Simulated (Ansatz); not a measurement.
## A frame of liquid calcium in ammonia from 230 K (111 atoms): geometry optimisation

Aim: bring a frame of liquid calcium in ammonia from 230 K (111 atoms) to a nearby minimum of the energy and see what moves.

Method: Kohn-Sham DFT, LDA, PAW (set soft_2), plane waves, in Ansatz 0.2.0.

## (1) The structure

The cell holds 111 atoms: 27 N, 81 H and 3 Ca. Cell: a = 11.343 Å, b = 11.343 Å, c = 11.343 Å, α = 90.0°, β = 90.0°, γ = 90.0°. 27 NH3, 3 Ca placed at random, at 0.66 g/cm³; overlaps pushed apart, then 10 ps at 330 K with divalent ions of Li, Roberts, Chakravorty and Merz (J. Chem. Theory Comput. 9, 2733 (2013)); MMFF94 bonds, angles, torsions, charges and radii (Halgren, J. Comput. Chem. 17, 490 (1996)) in harmonic and 12-6 forms; charges of ions scaled by 0.5. Snapshot after 20 ps at 230 K and fixed volume.

Before any run, some limits are plain. The network of contacts between molecules at the start is that of the classical potential that made the cell. The functional has no dispersion term, which matters for the binding between molecules or layers, where LDA binds through overlap of densities alone. The density was typed from a rule of thumb and may lie off the real one at this temperature. Only the Γ point is sampled, in a cell whose shortest periodic width is 11 Å.

## (2) Single point at the start

A single point comes first, to see the forces before anything moves.

The input, input.yaml:

```yaml
crystal:
  lattice:
    - [11.34302, 0.0, 0.0]
    - [0.0, 11.34302, 0.0]
    - [0.0, 0.0, 11.34302]
  atoms:
    - { symbol: "N", position: [0.65576, 0.81287, 0.06298] }
    - { symbol: H, position: [0.59307, 0.8641, 0.02307] }
    - { symbol: H, position: [0.60483, 0.7615, 0.11771] }
    - { symbol: H, position: [0.68162, 0.74817, 0.00037] }
    - { symbol: "N", position: [0.20403, 0.54854, 0.52316] }
    - { symbol: H, position: [0.14517, 0.56772, 0.58657] }
    - { symbol: H, position: [0.15923, 0.47962, 0.48605] }
    - { symbol: H, position: [0.19521, 0.6121, 0.46734] }
    - { symbol: "N", position: [0.15099, 0.91988, 0.06327] }
    - { symbol: H, position: [0.14828, 0.00527, 0.09038] }
    - { symbol: H, position: [0.15144, 0.93065, 0.97089] }
    - { symbol: H, position: [0.23054, 0.89515, 0.08797] }
    - { symbol: "N", position: [0.71578, 0.5363, 0.33278] }
    - { symbol: H, position: [0.70025, 0.56868, 0.41486] }
    - { symbol: H, position: [0.64244, 0.49564, 0.3187] }
    - { symbol: H, position: [0.71465, 0.6048, 0.27505] }
    - { symbol: "N", position: [0.18168, 0.49582, 0.89735] }
    - { symbol: H, position: [0.20792, 0.426, 0.85313] }
    - { symbol: H, position: [0.25529, 0.53972, 0.93657] }
    - { symbol: H, position: [0.14501, 0.55199, 0.84033] }
    - { symbol: "N", position: [0.24746, 0.77777, 0.38455] }
    - { symbol: H, position: [0.32033, 0.82802, 0.36322] }
    - { symbol: H, position: [0.28425, 0.71405, 0.43858] }
    - { symbol: H, position: [0.203, 0.83787, 0.43659] }
    - { symbol: "N", position: [0.74039, 0.49129, 0.03833] }
    - { symbol: H, position: [0.8155, 0.5414, 0.0359] }
    - { symbol: H, position: [0.76805, 0.40694, 0.04795] }
    - { symbol: H, position: [0.70295, 0.50958, 0.11709] }
    - { symbol: "N", position: [0.0374, 0.57385, 0.21071] }
    - { symbol: H, position: [0.97822, 0.53222, 0.26923] }
    - { symbol: H, position: [0.11247, 0.53195, 0.23147] }
    - { symbol: H, position: [0.00218, 0.53783, 0.13658] }
    - { symbol: "N", position: [0.04471, 0.00148, 0.82568] }
    - { symbol: H, position: [0.11742, 0.95292, 0.801] }
    - { symbol: H, position: [0.07495, 0.08516, 0.83986] }
    - { symbol: H, position: [0.99445, 0.01912, 0.7531] }
    - { symbol: "N", position: [0.29471, 0.0688, 0.72375] }
    - { symbol: H, position: [0.22277, 0.0306, 0.68397] }
    - { symbol: H, position: [0.35225, 0.00142, 0.71829] }
    - { symbol: H, position: [0.31822, 0.13513, 0.66994] }
    - { symbol: "N", position: [0.8677, 0.23188, 0.95422] }
    - { symbol: H, position: [0.79346, 0.19108, 0.92969] }
    - { symbol: H, position: [0.91878, 0.19785, 0.89094] }
    - { symbol: H, position: [0.86137, 0.31833, 0.92447] }
    - { symbol: "N", position: [0.51206, 0.67388, 0.58702] }
    - { symbol: H, position: [0.58675, 0.6941, 0.62756] }
    - { symbol: H, position: [0.46625, 0.6235, 0.64119] }
    - { symbol: H, position: [0.46052, 0.74358, 0.5681] }
    - { symbol: "N", position: [0.39889, 0.3557, 0.32733] }
    - { symbol: H, position: [0.41831, 0.44283, 0.33668] }
    - { symbol: H, position: [0.46169, 0.31991, 0.37935] }
    - { symbol: H, position: [0.32587, 0.34944, 0.38007] }
    - { symbol: "N", position: [0.89243, 0.04792, 0.13492] }
    - { symbol: H, position: [0.8783, 0.08932, 0.2125] }
    - { symbol: H, position: [0.98436, 0.04551, 0.12914] }
    - { symbol: H, position: [0.86433, 0.10707, 0.07146] }
    - { symbol: "N", position: [0.36526, 0.10773, 0.00038] }
    - { symbol: H, position: [0.43843, 0.12973, 0.95207] }
    - { symbol: H, position: [0.30311, 0.09546, 0.93235] }
    - { symbol: H, position: [0.37896, 0.02977, 0.04316] }
    - { symbol: "N", position: [0.08005, 0.90596, 0.53945] }
    - { symbol: H, position: [0.10193, 0.84264, 0.59994] }
    - { symbol: H, position: [0.01288, 0.8681, 0.48946] }
    - { symbol: H, position: [0.03605, 0.96444, 0.5955] }
    - { symbol: "N", position: [0.54515, 0.32903, 0.94543] }
    - { symbol: H, position: [0.63436, 0.32534, 0.96447] }
    - { symbol: H, position: [0.53296, 0.4187, 0.95496] }
    - { symbol: H, position: [0.54208, 0.32133, 0.8557] }
    - { symbol: "N", position: [0.89442, 0.26331, 0.29647] }
    - { symbol: H, position: [0.90228, 0.25509, 0.20557] }
    - { symbol: H, position: [0.88575, 0.35092, 0.31648] }
    - { symbol: H, position: [0.81318, 0.2279, 0.31998] }
    - { symbol: "N", position: [0.7529, 0.70255, 0.83893] }
    - { symbol: H, position: [0.78166, 0.67007, 0.7657] }
    - { symbol: H, position: [0.68656, 0.65022, 0.87198] }
    - { symbol: H, position: [0.82676, 0.695, 0.89615] }
    - { symbol: "N", position: [0.85257, 0.81464, 0.29018] }
    - { symbol: H, position: [0.79518, 0.82553, 0.35644] }
    [... 27 atom lines left out ...]
    - { symbol: H, position: [0.44962, 0.56204, 0.13196] }
    - { symbol: H, position: [0.34173, 0.58612, 0.05125] }
    - { symbol: H, position: [0.47377, 0.59901, 0.00072] }
    - { symbol: Ca, position: [0.85664, 0.90194, 0.95732] }
    - { symbol: Ca, position: [0.38467, 0.31559, 0.09628] }
    - { symbol: Ca, position: [0.07965, 0.80989, 0.24833] }
kpoints:
  mp_grid: { grid: [1, 1, 1] }
hamiltonian:
  xc: lda
scf:
  occupations: { method: gaussian, width: 0.025 }
output:
  forces: true
  stress: true
  populations: true
  dos:
    method: { smearing: { sigma: 0.08 } }
    de: 0.1
    projected: { site_lists: { Ca: [Ca], H: [H], "N": ["N"] } }
  eigenvalues: true
```

Command:

```sh
$ ansatz run input.yaml --threads 4 --pin off --max-ram 8192MiB --backend cpu --events-out ev --progress --plain --runs-dir out
```

The program printed:

```text
Engine: ansatz 0.2.0, x86_64-unknown-linux-gnu
Pseudopotentials: kind: paw
Pseudopotential: N, paw, valence charge 5, recommended cutoff 420 eV (normal), N.paw.azcp
Pseudopotential: H, paw, valence charge 1, recommended cutoff 420 eV (normal), H.paw.azcp
Pseudopotential: Ca, paw, valence charge 10, recommended cutoff 420 eV (normal), Ca.paw.azcp
[... 3 lines on functional and potentials left out ...]
Crystal: 111 atoms, lattice volume = 1459.439 Å³
Basis set: ecut = 420 eV, 28425 PW (Γ)
Bands: 234, of which v1, the nominal top of the filled ones, is band 123 counted from 1 (122 counted from 0)
Symmetry: 1 space group operations
Space group: P1 (ITA 1), of the structure as read, at distance tolerance 1.1e-4 Å
k-points: 1
[... 9 lines on functional and potentials left out ...]
Initial density: superposition of atomic densities (neutral atoms: chi_scale 0, normalization atom), corrected by the library's trained network
Initial wavefunctions: pseudopotential atomic-orbital guess
Functional: x = slater, c = lda
SCF iter   1: F=—  HF=-16703.731622 eV  |F-HF|=—  |Δ(HF+E_count)|=         —  Δρ=9.99e-3  dr2=3.44e0  ethr=1.77e-3  ⟨swp⟩=8.0  Hψ=1271  notcnv=0  defer=66
preconditioner: auto → Resta (q_TF=auto, 2.028 Å⁻¹)  ε∞=2.2  [insulator: Δε(μ)=0.129 eV  Ē_g=11.633 eV  σ=0.025 eV  W_gap=1.00  n_scr=202 (ndim 8)  ℏωp=12.6 eV  f_vac=0.309  D(μ)=0.12/eV (n_scr^D=0)  ε∞_Penn≈2.2]
SCF iter   2: F=—  HF=-16703.139494 eV  |F-HF|=—  |Δ(HF+E_count)|=   5.92e-1  Δρ=6.14e-3  dr2=1.33e0  ethr=1.40e-3  ⟨swp⟩=2.0  Hψ=274  notcnv=0  defer=102
preconditioner: auto → LDOS  [insulator: Δε(μ)=0.038 eV  Ē_g=11.725 eV  σ=0.025 eV  W_gap=0.72  n_scr=202 (ndim 8)  ℏωp=12.6 eV  f_vac=0.287  D(μ)=52.31/eV (n_scr^D=436)  ε∞_Penn≈2.2  β→1.0]
SCF iter   3: F=—  HF=-16702.993142 eV  |F-HF|=—  |Δ(HF+E_count)|=   1.46e-1  Δρ=2.07e-3  dr2=2.51e-1  ethr=5.40e-4  ⟨swp⟩=2.0  Hψ=139  notcnv=0  defer=104
SCF iter   4: F=—  HF=-16702.963799 eV  |F-HF|=—  |Δ(HF+E_count)|=   2.93e-2  Δρ=1.48e-3  dr2=9.44e-2  ethr=1.02e-4  ⟨swp⟩=2.0  Hψ=214  notcnv=0  defer=104
SCF iter   5: F=—  HF=-16702.960534 eV  |F-HF|=—  |Δ(HF+E_count)|=   3.27e-3  Δρ=8.04e-4  dr2=3.71e-2  ethr=3.84e-5  ⟨swp⟩=3.0  Hψ=216  notcnv=0  defer=104
SCF iter   6: F=—  HF=-16702.958455 eV  |F-HF|=—  |Δ(HF+E_count)|=   2.08e-3  Δρ=5.31e-4  dr2=1.36e-2  ethr=1.51e-5  ⟨swp⟩=3.0  Hψ=257  notcnv=0  defer=104
SCF iter   7: F=—  HF=-16702.957970 eV  |F-HF|=—  |Δ(HF+E_count)|=   4.85e-4  Δρ=2.87e-4  dr2=4.29e-3  ethr=5.54e-6  ⟨swp⟩=2.0  Hψ=248  notcnv=0  defer=104
SCF iter   8: F=—  HF=-16702.958127 eV  |F-HF|=—  |Δ(HF+E_count)|=   1.58e-4  Δρ=1.84e-4  dr2=1.68e-3  ethr=1.74e-6  ⟨swp⟩=2.0  Hψ=248  notcnv=0  defer=104
SCF iter   9: F=—  HF=-16702.958105 eV  |F-HF|=—  |Δ(HF+E_count)|=   2.23e-5  Δρ=1.07e-4  dr2=5.56e-4  ethr=6.84e-7  ⟨swp⟩=3.0  Hψ=400  notcnv=0  defer=101
SCF iter  10: F=—  HF=-16702.958097 eV  |F-HF|=—  |Δ(HF+E_count)|=   8.24e-6  Δρ=5.76e-5  dr2=1.70e-4  ethr=2.26e-7  ⟨swp⟩=2.0  Hψ=251  notcnv=0  defer=101
SCF iter  11: F=—  HF=-16702.958100 eV  |F-HF|=—  |Δ(HF+E_count)|=   3.51e-6  Δρ=3.49e-5  dr2=6.75e-5  ethr=6.91e-8  ⟨swp⟩=2.0  Hψ=251  notcnv=0  defer=101
SCF iter  12: F=—  HF=-16702.957009 eV  |F-HF|=—  |Δ(HF+E_count)|=   1.09e-3  Δρ=2.29e-5  dr2=3.09e-5  ethr=2.74e-8  ⟨swp⟩=2.0  Hψ=251  notcnv=0  defer=101
SCF iter  13: F=—  HF=-16702.957009 eV  |F-HF|=—  |Δ(HF+E_count)|=   4.66e-8  Δρ=1.47e-5  dr2=1.14e-5  ethr=1.26e-8  ⟨swp⟩=2.0  Hψ=251  notcnv=0  defer=101
SCF iter  14: F=—  HF=-16702.957009 eV  |F-HF|=—  |Δ(HF+E_count)|=   7.65e-9  Δρ=9.85e-6  dr2=4.67e-6  ethr=4.62e-9  ⟨swp⟩=2.0  Hψ=251  notcnv=0  defer=101
SCF iter  15: F=—  HF=-16702.957008 eV  |F-HF|=—  |Δ(HF+E_count)|=   2.52e-7  Δρ=6.42e-6  dr2=1.92e-6  ethr=1.90e-9  ⟨swp⟩=2.0  Hψ=248  notcnv=0  defer=101
SCF iter  16: F=—  HF=-16702.957008 eV  |F-HF|=—  |Δ(HF+E_count)|=   7.41e-9  Δρ=3.88e-6  dr2=9.07e-7  ethr=7.82e-10  ⟨swp⟩=2.0  Hψ=207  notcnv=0  defer=101
SCF iter  17: F=—  HF=-16702.957008 eV  |F-HF|=—  |Δ(HF+E_count)|=   1.22e-9  Δρ=2.56e-6  dr2=3.90e-7  ethr=3.69e-10  ⟨swp⟩=2.0  Hψ=251  notcnv=0  defer=101
SCF iter  18: F=—  HF=-16702.957008 eV  |F-HF|=—  |Δ(HF+E_count)|=   3.48e-9  Δρ=1.87e-6  dr2=1.87e-7  ethr=1.58e-10  ⟨swp⟩=2.0  Hψ=251  notcnv=0  defer=101
SCF iter  19: F=-16702.957008 eV  HF=-16702.957008 eV  |F-HF|=3.94e-8  |Δ(HF+E_count)|=   9.88e-9  Δρ=1.08e-6  dr2=7.68e-8  ethr=4.07e-11  ⟨swp⟩=16.0  Hψ=1577  notcnv=0
SCF 1 converged in 19 iterations: F = -16702.957008 eV  dr2 = 7.68e-8
  greatest PAW one-centre occupation: 0.996 electrons in one spin orbital (limit 2), on the Ca atom at site 109 (counted from 0), in its partial waves of l = 0
SCF converged after 19 iterations
Free energy (F): -16702.957008 eV
Harris-Foulkes:  -16702.957008 eV  (|F-HF|=3.94e-8)
Internal energy: -16702.926266 eV  (E = F + TS)
E sigma→0 (E₀):  -16702.941637 eV
Entropy (-TS):   -0.030742 eV (-0.277 meV/atom)
Fermi energy:    1.701717 eV
--- Per-component energies (eV) ---
  E_band       = -2762.812098
  E_kinetic    = 5488.653196
  E_local      = -22708.917302  (includes V_loc(G=0)·N_el)
  E_nonlocal   = 1622.232233
  E_hartree    = 8545.898806
  E_xc         = -2684.258007
  E_vxc        = -3441.216428  (∫ρ·V_xc dr)
  E_paw        = -5698.397858  (= ΣΔE_a)
  E_vpaw       = -815.270253  (= ΣTr[D̂ρ^β])
  E_aug_tail   = -0.100085  (compensation charges beyond the density's cutoff)
  E_ewald      = -1271.047934
  E_core_change = 3.010686  (= ΣΔE_core)
  E_smearing   = -0.030742  (= −TS)
  E_closure    = 0.000000  (closes the sum)
  Σ components = -16702.957008   (vs F -16702.957008, Δ=0.00e0)
--- Forces (eV/Å), atoms counted from 1 ---
  atom   1  N      1.14223949    -1.06644974    -1.02867783
  atom   2  H     -0.18216326     0.31427549    -0.36695764
  atom   3  H     -0.10542737    -0.05810542     0.80820722
  atom   4  H     -0.57409603     0.97023899     0.46645984
  atom   5  N      0.31808819    -2.44468056     1.40628166
  atom   6  H     -0.38803856     0.56410532     1.21171619
  atom   7  H      0.25280966    -0.46925943    -0.46050771
  atom   8  H     -0.49182889     1.99804911    -2.07019700
  atom   9  N     -2.33506026     0.48033494    -1.49508859
  atom  10  H     -0.13045782     0.93563213     0.41531701
  atom  11  H      0.05570061    -0.51784203     0.76168188
  atom  12  H      2.41279097    -1.00703657     0.43322866
  atom  13  N      2.44878303     0.84788973     0.51774648
  atom  14  H      0.31355896     0.49861304     0.61979486
[...]
atom 110  Ca    -0.05118276    -0.23944335     0.41635356
  atom 111  Ca     0.03295571    -0.41083888    -0.07462757
  max |Σ_I F_I| component: 2.43e-4 eV/Å
--- Stress (GPa, compression-positive) ---
        1.220860      -0.407218      -0.254204
       -0.407218       1.546996       0.138880
       -0.254204       0.138880       1.531825
  P = ⅓ Tr σ = 1.4332 GPa (14.332 kbar)
--- Band table (eV) ---
  k-point 0: bands = ["-42.0671", "-41.4624", "-41.3102", "-23.3731", [... 218 levels ...], "7.4806", "7.5698", "7.6209", "7.6950", "7.7553", "7.7900", "7.8180", "7.8671", "7.9095", "7.9253", "7.9835", "8.0408"]
--- Löwdin populations: 111 sites ---
  site symbol       q [e]
     0      N      5.8388
     1      H      0.7153
     2      H      0.7046
[...]
110     Ca      8.4541
  spilling = 0.019878 (of n_electrons = 246.000000)
```

Wall time 6.8 s (4 threads of AMD EPYC 9R45, shared host); peak memory 1.3 GiB.

The column dr2 measures how far the density is from self-consistency, as an energy; F and HF (Harris–Foulkes) agree once it is small.

The run gave:

* free energy: -16702.9570 eV
* free energy per atom: -150.4771 eV/atom
* SCF cycles: 19
* pressure: 1.433 GPa
* r.m.s. force component: 0.829 eV/Å
* longest force: 3.748 eV/Å
* Fermi energy: 1.702 eV
* levels partly filled by over 2 per cent: 3
* spilling of the projection: 0.01988

The r.m.s. force component of 0.83 eV/Å and the pressure of 1.4 GPa set the starting point.

Neighbours are counted within 1.27 Å (H-N), 3.12 Å (N-Ca), cutoffs set anew for this text.

Length of the force by element and coordination:

```
element  coordination  atoms  mean length of the force (eV/Å)  spread  least   most
     Ca           all      3                            0.438  0.0321  0.411  0.483
     Ca             5      2                            0.451  0.0321  0.419  0.483
     Ca             6      1                            0.411       0  0.411  0.411
      H           all     81                             1.08   0.671  0.262   3.37
      N           all     27                             1.71   0.836  0.549   3.75
      N             3     11                             1.62   0.811  0.701   3.05
      N             4     16                             1.78   0.846  0.549   3.75
```

(Part 1 of 3 ends here.)

[Logs are printed without paths, hosts, clocks, repeated set-up lines and the standing remarks that a program may print on its own settings, such as how far it seeks lower states.]

[Hosts, paths, dates, database ids (printed as entryN), source tags and the programs' standing remarks are cut or masked in the printed files.]

[The MMFF94 radii named for the starting cell were scaled by 0.96; in molecules described by MMFF94, hydrogen bound to N, O or S took a small fixed 12-6 site in their place.]
